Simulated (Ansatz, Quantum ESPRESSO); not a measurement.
## MoS2 (001), 2H: a film clamped to its substrate

A thin film takes the in-plane lattice of its substrate and is free along the normal. How do the free axis and the stress follow the misfit? The strained cell has c along the film normal; unstrained it is a = 3.1492 Å, b = 3.1492 Å, c = 12.0896 Å, α = 90.00°, β = 90.00°, γ = 120.00°, with 6 atoms.

Calculated with Ansatz 0.2.0, PBE-D3(BJ), PAW files of the set soft_1, cutoff 600 eV, Fermi–Dirac smearing 0.02 eV, k-mesh 10×10×3, no spin polarisation, no spin-orbit coupling.

Relaxed positions at 0 %:

```
atom       x       y       z
  Mo  0.3333  0.6667  0.2500
  Mo  0.6667  0.3333  0.7500
   S  0.3333  0.6667  0.6205
   S  0.6667  0.3333  0.1205
   S  0.3333  0.6667  0.8795
   S  0.6667  0.3333  0.3795
```

```csv
ε∥ (%),a (Å),c (Å),ε⊥ (%),"σ (GPa, tension positive)"
−3,3.0547,12.2174,1.057,−9.47
−1,3.1177,12.1308,0.341,−2.94
0,3.1492,12.0896,0.000,−0.02
1,3.1806,12.0486,−0.339,2.72
2,3.2121,12.0088,−0.668,5.25
3,3.2436,11.9691,−0.997,7.61
```

**Question.** Fit both responses and give the free strain and the stress at −2 %, a row left out above.

Least squares with y = y0 + y1 ε + y2 ε² (ε in %) gives ε⊥ = −0.001 + (−0.3418) ε + (0.0035) ε² and σ = −0.02 + (2.844) ε + (−0.102) ε² GPa. The linear terms put the ratio of free to applied strain at −0.342 and the biaxial modulus at 284 GPa.

At −2 % the free strain comes out as 0.697 %. The run itself gives 0.691 %, so the estimate misses by 0.006 %, more than the largest misfit of the fitted rows (0.003 %).

The stress comes out as −6.11 GPa. The run itself gives −6.09 GPa, so the estimate misses by 0.02 GPa; the fitted rows themselves lie up to 0.02 GPa off the law.

With c as the unique axis, zero normal stress gives ε⊥/ε∥ = −2C13/C33 for relaxed atoms, so 2C13/C33 is about 0.34.

The negative ε² term means that the crystal stiffens in compression and softens in tension.

The same fit over all rows at other levels or in other programs gives the strain ratio = −0.336 with PBE-D3(BJ) (Quantum ESPRESSO, PseudoDojo) and −0.341 with PBE-D3(BJ) (Quantum ESPRESSO, GBRV).

[Logs are printed without paths, hosts, clocks, repeated set-up lines and the standing remarks that a program may print on its own settings, such as how far it seeks lower states.]
